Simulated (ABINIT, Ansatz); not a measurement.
# BaSi3 (Fm-3m): zone-centre phonons, part 3 of 4

Aim: the zone-centre modes of BaSi3 (Fm-3m).

ABINIT 10.8.3; DFT PBEsol, scalar-relativistic, plane waves, PseudoDojo norm-conserving pseudopotentials.

So far. Step 2 (Relaxation): The volume changes by +1.8 % from the cell with which this run began. Step 4 (Zone-centre response): The acoustic modes at Γ come out as far as 0.6 cm⁻¹ from zero, where they should vanish, a small numerical error. The relaxed cell has a = 7.035 Å (conventional setting).

The structure was built from a prototype and need not be the compound's stable phase.

### Step 5. Zone-centre analysis

anaddb reads the merged derivatives and imposes the acoustic sum rule.

File anaddb.abi:

```
ddb_filepath "gamma_DDB"
output_file "anaddb.abo"
outdata_prefix "anaddb"
asr 1
chneut 1
enunit 2
eivec 1
nph1l 1
qph1l 0.0 0.0 0.0 1.0
```

File mrgddb.in:

```
gamma_DDB
merged
2
dfpt_gammao_DDB
gso_DDB
```

Launch:

```console
> mrgddb < mrgddb.in > mrgddb.log
> OMP_NUM_THREADS=1 anaddb anaddb.abi > anaddb.log
```

anaddb.abo, the main output file:

```text
-outvars_anaddb: echo values of input variables ----------------------

 Miscellaneous information :
      enunit         2
       eivec         1
         asr         1
 First list of wavevector (reduced coord.) :
       nph1l         1
       qph1l
                     0.00000000E+00  0.00000000E+00  0.00000000E+00    1.000E+00

================================================================================

 read the DDB information and perform some checks

  ==== Info on the Cryst% object ====
 Real(R)+Recip(G) space primitive vectors, cartesian coordinates (Bohr,Bohr^-1):
 R(1)= -6.6468573  0.0000000  6.6468573  G(1)= -0.0752235 -0.0752235  0.0752235
 R(2)=  0.0000000  6.6468573  6.6468573  G(2)=  0.0752235  0.0752235  0.0752235
 R(3)= -6.6468573  6.6468573  0.0000000  G(3)= -0.0752235  0.0752235 -0.0752235
 Unit cell volume ucvol=  5.8732579E+02 bohr^3
 Angles (23,13,12)=  6.00000000E+01  6.00000000E+01  6.00000000E+01 degrees
 Time-reversal symmetry is present
 Reduced atomic positions [iatom, xred, symbol]:
    1)    0.0000000  0.0000000  0.0000000  Ba
    2)    0.5000000  0.5000000  0.5000000  Si
    3)    0.7500000  0.7500000  0.7500000  Si
    4)    0.2500000  0.2500000  0.2500000  Si

 DDB file with 3 blocks has been read.

================================================================================

 Treat the first list of vectors

  Phonon wavevector (reduced coordinates) :  0.00000  0.00000  0.00000
 Phonon energies in Hartree :
  -1.925444E-08 -1.915923E-08 -1.887073E-08  4.435349E-04  4.435349E-04
   4.435349E-04  6.300201E-04  6.300201E-04  6.300201E-04  9.633738E-04
   9.633738E-04  9.633738E-04
 Phonon energies in meV     :
- -5.239400E-04 -5.213493E-04 -5.134987E-04  1.206920E+01  1.206920E+01
-  1.206920E+01  1.714372E+01  1.714372E+01  1.714372E+01  2.621474E+01
-  2.621474E+01  2.621474E+01
 Phonon frequencies in cm-1    :
- -4.225861E-03 -4.204966E-03 -4.141647E-03  9.734466E+01  9.734466E+01
-  9.734466E+01  1.382734E+02  1.382734E+02  1.382734E+02  2.114361E+02
-  2.114361E+02  2.114361E+02
 Phonon frequencies in Thz     :
- -1.266881E-04 -1.260617E-04 -1.241634E-04  2.918319E+00  2.918319E+00
-  2.918319E+00  4.145333E+00  4.145333E+00  4.145333E+00  6.338695E+00
-  6.338695E+00  6.338695E+00
 Phonon energies in Kelvin  :
- -6.080071E-03 -6.050007E-03 -5.958905E-03  1.400572E+02  1.400572E+02
-  1.400572E+02  1.989446E+02  1.989446E+02  1.989446E+02  3.042094E+02
-  3.042094E+02  3.042094E+02

 Eigendisplacements
 (will be given, for each mode : in cartesian coordinates
   for each atom the real part of the displacement vector,
   then the imaginary part of the displacement vector - absolute values smaller than 1.0d-7 are set to zero)
  Mode number    1   Energy   -1.925444E-08
 Attention : low frequency mode.
   (Could be unstable or acoustic mode)
-  1  0.00000000E+00  0.00000000E+00 -1.57341828E-03
-     0.00000000E+00  0.00000000E+00  0.00000000E+00
-  2  0.00000000E+00  0.00000000E+00 -1.57362408E-03
-     0.00000000E+00  0.00000000E+00  0.00000000E+00
-  3  0.00000000E+00  0.00000000E+00 -1.57341610E-03
-     0.00000000E+00  0.00000000E+00  0.00000000E+00
-  4  0.00000000E+00  0.00000000E+00 -1.57341610E-03
-     0.00000000E+00  0.00000000E+00  0.00000000E+00
  Mode number    2   Energy   -1.915923E-08
 Attention : low frequency mode.
   (Could be unstable or acoustic mode)
-  1  0.00000000E+00  1.57341828E-03  0.00000000E+00
-     0.00000000E+00  0.00000000E+00  0.00000000E+00
-  2  0.00000000E+00  1.57362408E-03  0.00000000E+00
-     0.00000000E+00  0.00000000E+00  0.00000000E+00
-  3  0.00000000E+00  1.57341610E-03  0.00000000E+00
-     0.00000000E+00  0.00000000E+00  0.00000000E+00
-  4  0.00000000E+00  1.57341610E-03  0.00000000E+00
-     0.00000000E+00  0.00000000E+00  0.00000000E+00
  Mode number    3   Energy   -1.887073E-08
 Attention : low frequency mode.
   (Could be unstable or acoustic mode)
-  1  1.57341828E-03  0.00000000E+00  0.00000000E+00
-     0.00000000E+00  0.00000000E+00  0.00000000E+00
-  2  1.57362408E-03  0.00000000E+00  0.00000000E+00
-     0.00000000E+00  0.00000000E+00  0.00000000E+00
-  3  1.57341610E-03  0.00000000E+00  0.00000000E+00
-     0.00000000E+00  0.00000000E+00  0.00000000E+00
-  4  1.57341610E-03  0.00000000E+00  0.00000000E+00
-     0.00000000E+00  0.00000000E+00  0.00000000E+00
  Mode number    4   Energy    4.435349E-04
-  1  0.00000000E+00  0.00000000E+00  5.32485608E-04
-     0.00000000E+00  0.00000000E+00  0.00000000E+00
-  2  0.00000000E+00  0.00000000E+00 -4.12217254E-03
-     0.00000000E+00  0.00000000E+00  0.00000000E+00
-  3  0.00000000E+00  0.00000000E+00  7.59534777E-04
-     0.00000000E+00  0.00000000E+00  0.00000000E+00
-  4  0.00000000E+00  0.00000000E+00  7.59534777E-04
-     0.00000000E+00  0.00000000E+00  0.00000000E+00
  Mode number    5   Energy    4.435349E-04
-  1  0.00000000E+00 -5.32485608E-04  0.00000000E+00
-     0.00000000E+00  0.00000000E+00  0.00000000E+00
-  2  0.00000000E+00  4.12217254E-03  0.00000000E+00
-     0.00000000E+00  0.00000000E+00  0.00000000E+00
-  3  0.00000000E+00 -7.59534776E-04  0.00000000E+00
-     0.00000000E+00  0.00000000E+00  0.00000000E+00
-  4  0.00000000E+00 -7.59534776E-04  0.00000000E+00
-     0.00000000E+00  0.00000000E+00  0.00000000E+00
  Mode number    6   Energy    4.435349E-04
-  1  5.32485608E-04  0.00000000E+00  0.00000000E+00
-     0.00000000E+00  0.00000000E+00  0.00000000E+00
-  2 -4.12217254E-03  0.00000000E+00  0.00000000E+00
-     0.00000000E+00  0.00000000E+00  0.00000000E+00
-  3  7.59534776E-04  0.00000000E+00  0.00000000E+00
-     0.00000000E+00  0.00000000E+00  0.00000000E+00
-  4  7.59534776E-04  0.00000000E+00  0.00000000E+00
-     0.00000000E+00  0.00000000E+00  0.00000000E+00
  Mode number    7   Energy    6.300201E-04
-  1  0.00000000E+00  0.00000000E+00  0.00000000E+00
-     0.00000000E+00  0.00000000E+00  0.00000000E+00
-  2  0.00000000E+00  0.00000000E+00  0.00000000E+00
-     0.00000000E+00  0.00000000E+00  0.00000000E+00
-  3  0.00000000E+00 -1.10747437E-07  3.12509966E-03
-     0.00000000E+00  0.00000000E+00  0.00000000E+00
-  4  0.00000000E+00  1.10747437E-07 -3.12509966E-03
-     0.00000000E+00  0.00000000E+00  0.00000000E+00
  Mode number    8   Energy    6.300201E-04
-  1  0.00000000E+00  0.00000000E+00  0.00000000E+00
-     0.00000000E+00  0.00000000E+00  0.00000000E+00
-  2  0.00000000E+00  0.00000000E+00  0.00000000E+00
-     0.00000000E+00  0.00000000E+00  0.00000000E+00
-  3  0.00000000E+00 -3.12509965E-03 -1.10747667E-07
-     0.00000000E+00  0.00000000E+00  0.00000000E+00
-  4  0.00000000E+00  3.12509965E-03  1.10747667E-07
-     0.00000000E+00  0.00000000E+00  0.00000000E+00
  Mode number    9   Energy    6.300201E-04
-  1  0.00000000E+00  0.00000000E+00  0.00000000E+00
-     0.00000000E+00  0.00000000E+00  0.00000000E+00
-  2  0.00000000E+00  0.00000000E+00  0.00000000E+00
-     0.00000000E+00  0.00000000E+00  0.00000000E+00
-  3  3.12509966E-03  0.00000000E+00  0.00000000E+00
-     0.00000000E+00  0.00000000E+00  0.00000000E+00
-  4 -3.12509966E-03  0.00000000E+00  0.00000000E+00
-     0.00000000E+00  0.00000000E+00  0.00000000E+00
  Mode number   10   Energy    9.633738E-04
-  1  0.00000000E+00  0.00000000E+00 -1.11153592E-03
-     0.00000000E+00  0.00000000E+00  0.00000000E+00
-  2  0.00000000E+00  0.00000000E+00  2.52777569E-04
-     0.00000000E+00  0.00000000E+00  0.00000000E+00
-  3  0.00000000E+00  0.00000000E+00  2.59108405E-03
-     0.00000000E+00  0.00000000E+00  0.00000000E+00
-  4  0.00000000E+00  0.00000000E+00  2.59108405E-03
-     0.00000000E+00  0.00000000E+00  0.00000000E+00
  Mode number   11   Energy    9.633738E-04
-  1  0.00000000E+00  1.11153592E-03  0.00000000E+00
-     0.00000000E+00  0.00000000E+00  0.00000000E+00
-  2  0.00000000E+00 -2.52777569E-04  0.00000000E+00
-     0.00000000E+00  0.00000000E+00  0.00000000E+00
-  3  0.00000000E+00 -2.59108405E-03  0.00000000E+00
-     0.00000000E+00  0.00000000E+00  0.00000000E+00
-  4  0.00000000E+00 -2.59108405E-03  0.00000000E+00
-     0.00000000E+00  0.00000000E+00  0.00000000E+00
  Mode number   12   Energy    9.633738E-04
-  1  1.11153592E-03  0.00000000E+00  0.00000000E+00
-     0.00000000E+00  0.00000000E+00  0.00000000E+00
-  2 -2.52777569E-04  0.00000000E+00  0.00000000E+00
-     0.00000000E+00  0.00000000E+00  0.00000000E+00
-  3 -2.59108405E-03  0.00000000E+00  0.00000000E+00
-     0.00000000E+00  0.00000000E+00  0.00000000E+00
-  4 -2.59108405E-03  0.00000000E+00  0.00000000E+00
-     0.00000000E+00  0.00000000E+00  0.00000000E+00

 Analysis of degeneracies and characters (maximum tolerance=1.00E-06 a.u.)
 For each vibration mode, or group of modes if degenerate,
 the characters are given for each symmetry operation (see the list in the log file).
 Symmetry characters of vibration mode #   1
       degenerate with vibration modes #   2 to    3
  3.0 -3.0 -1.0  1.0 -1.0  1.0 -1.0  1.0  1.0 -1.0 -1.0  1.0  1.0 -1.0 -1.0  1.0
  0.0 -0.0 -0.0  0.0 -0.0  0.0 -0.0  0.0  1.0 -1.0 -1.0  1.0 -1.0  1.0  1.0 -1.0
  0.0 -0.0 -0.0  0.0 -0.0  0.0 -0.0  0.0  1.0 -1.0  1.0 -1.0 -1.0  1.0 -1.0  1.0
 Symmetry characters of vibration mode #   4
       degenerate with vibration modes #   5 to    6
  3.0 -3.0 -1.0  1.0 -1.0  1.0 -1.0  1.0  1.0 -1.0 -1.0  1.0  1.0 -1.0 -1.0  1.0
  0.0 -0.0 -0.0  0.0  0.0 -0.0 -0.0  0.0  1.0 -1.0 -1.0  1.0 -1.0  1.0  1.0 -1.0
  0.0 -0.0  0.0 -0.0 -0.0  0.0 -0.0  0.0  1.0 -1.0  1.0 -1.0 -1.0  1.0 -1.0  1.0
 Symmetry characters of vibration mode #   7
       degenerate with vibration modes #   8 to    9
  3.0  3.0 -1.0 -1.0 -1.0 -1.0 -1.0 -1.0  1.0  1.0 -1.0 -1.0  1.0  1.0 -1.0 -1.0
 -0.0 -0.0 -0.0 -0.0 -0.0 -0.0  0.0  0.0  1.0  1.0 -1.0 -1.0 -1.0 -1.0  1.0  1.0
 -0.0 -0.0 -0.0 -0.0  0.0  0.0  0.0  0.0  1.0  1.0  1.0  1.0 -1.0 -1.0 -1.0 -1.0
 Symmetry characters of vibration mode #  10
       degenerate with vibration modes #  11 to   12
  3.0 -3.0 -1.0  1.0 -1.0  1.0 -1.0  1.0  1.0 -1.0 -1.0  1.0  1.0 -1.0 -1.0  1.0
 -0.0  0.0  0.0 -0.0  0.0 -0.0 -0.0  0.0  1.0 -1.0 -1.0  1.0 -1.0  1.0  1.0 -1.0
 -0.0  0.0  0.0 -0.0 -0.0  0.0  0.0 -0.0  1.0 -1.0  1.0 -1.0 -1.0  1.0 -1.0  1.0
-
```

It took 0.5 s on 1 thread of Arm Neoverse V1, shared host.

Read from the output:

```yaml
lowest_optical_zone_centre_mode: 97.34 cm⁻¹
```

No LO-TO term; unit eigenvectors of the mass-weighted matrix, from anaddb's displacements. The modes at Γ (shares of kinetic energy by element, %):

```tsv
mode	frequency (cm⁻¹)	symmetry	Ba %	Si %
1	0.0	acoustic	62	38
2	0.0	acoustic	62	38
3	0.0	acoustic	62	38
4	97.3	T1u	7	93
5	97.3	T1u	7	93
6	97.3	T1u	7	93
7	138.3	T2g	0	100
8	138.3	T2g	0	100
9	138.3	T2g	0	100
10	211.4	T1u	31	69
11	211.4	T1u	31	69
12	211.4	T1u	31	69
```

Displacements in mode 4 (97.3 cm⁻¹), the largest set to 1:
```
Ba1  0.00  0.00  0.13
Si2  0.00  0.00 -1.00
Si3  0.00  0.00  0.18
Si4  0.00  0.00  0.18
```

Displacements in mode 7 (138.3 cm⁻¹), the largest set to 1:
```
Ba1  0.00  0.00  0.00
Si2  0.00  0.00  0.00
Si3  0.00  0.00  1.00
Si4  0.00  0.00 -1.00
```

The rule moves no optical mode by more than 0.1 cm⁻¹.

[end of part 3 of 4]

[Host names and launcher messages were left out of these logs when they were recorded.]

[Logs are printed without paths, hosts, clocks, repeated set-up lines and the standing remarks that a program may print on its own settings, such as how far it seeks lower states.]

[Hosts, paths, dates, database ids (printed as entryN), source tags and the programs' standing remarks are cut or masked in the printed files.]
